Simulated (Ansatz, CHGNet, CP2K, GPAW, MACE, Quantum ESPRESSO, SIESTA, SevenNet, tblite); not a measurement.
## Finding the fault: Quantum ESPRESSO, Pt(100)/Be(0001) interface (64 atoms)

Program: Quantum ESPRESSO 7.5, a calculation on a cell of 24 Pt and 40 Be, 11.1 Å³ an atom.

The input, pw.in:

```
&control
  calculation = 'scf'
  pseudo_dir = './pseudo'
  outdir = './tmp'
  disk_io = 'none'
  tprnfor = .true.
  tstress = .true.
/
&system
  ibrav = 0
  nat = 64
  ntyp = 2
  ecutwfc = 45
  ecutrho = 360
  nosym = .true.
  occupations = 'smearing'
  smearing = 'fd'
  degauss = 0.003675
  nbnd = 102
/
&electrons
  conv_thr = 3.2e-07
  electron_maxstep = 50
  mixing_beta = 0.2
  mixing_mode = 'local-TF'
  diagonalization = 'david'
/
ATOMIC_SPECIES
Pt 195.084 Pt.upf
Be 9.012 Be.upf
CELL_PARAMETERS angstrom
7.88350 0.00000 0.00000
-1.97134 5.80046 0.00000
0.00000 0.00000 15.50256
ATOMIC_POSITIONS crystal
Pt 0.66991 0.67824 0.00058
Pt 0.59012 0.32848 0.12542
Pt 0.67055 0.65972 0.25555
Pt 0.58700 0.34071 0.37278
Pt 0.83104 0.32975 0.00026
Pt 0.75810 0.00987 0.13028
Pt 0.83375 0.34641 0.25430
Pt 0.74637 0.00106 0.38661
Pt 0.15784 0.65868 0.99470
Pt 0.09561 0.34649 0.12471
[... 50 atom lines left out ...]
Be 0.33716 0.48977 0.52431
Be 0.20351 0.28644 0.63449
Be 0.34483 0.48440 0.76004
Be 0.20080 0.30513 0.87138
K_POINTS gamma
```

Launch:

```bash
$ OMP_NUM_THREADS=1 mpirun -np 2 pw.x -in pw.in > output.txt
```

Standard output:

```text
Program PWSCF
     gamma-point specific algorithms are used
 %%%%%%%%%%%%%%%%%%%%%%%%%%%%%%%%%%%%%%%%%%%%%%%%%%%%%%%%%%%%%%%%%%%%%%%%%%%%%%
     Error in routine setup (1):
     too few bands
 %%%%%%%%%%%%%%%%%%%%%%%%%%%%%%%%%%%%%%%%%%%%%%%%%%%%%%%%%%%%%%%%%%%%%%%%%%%%%%
```

The job ended after 0.86 s (2 MPI ranks of Arm Neoverse V1, shared host; peak memory 0.23 GiB; 1.2 s of CPU time).

Banners and routine set-up lines are dropped from the logs; longer cuts are marked.

**Question.** Which part of the input is at fault, and how is it mended?

Too few bands: bands 102. Mend: ask for at least half as many bands as electrons, and some more for the smearing.

The program stopped at the start.

[Long decimals in the printed logs are rounded to 6 places.]

[Also dropped from logs without a mark: lines with file paths, logging warnings of Python, QE's lines on negative density and diagonalisation, SIESTA's first energy breakdown, zero terms and Voronoi charges.]

[Logs are printed without paths, hosts, clocks, repeated set-up lines and the standing remarks that a program may print on its own settings, such as how far it seeks lower states.]

[Hosts, paths, dates, database ids (printed as entryN), source tags and the programs' standing remarks are cut or masked in the printed files.]
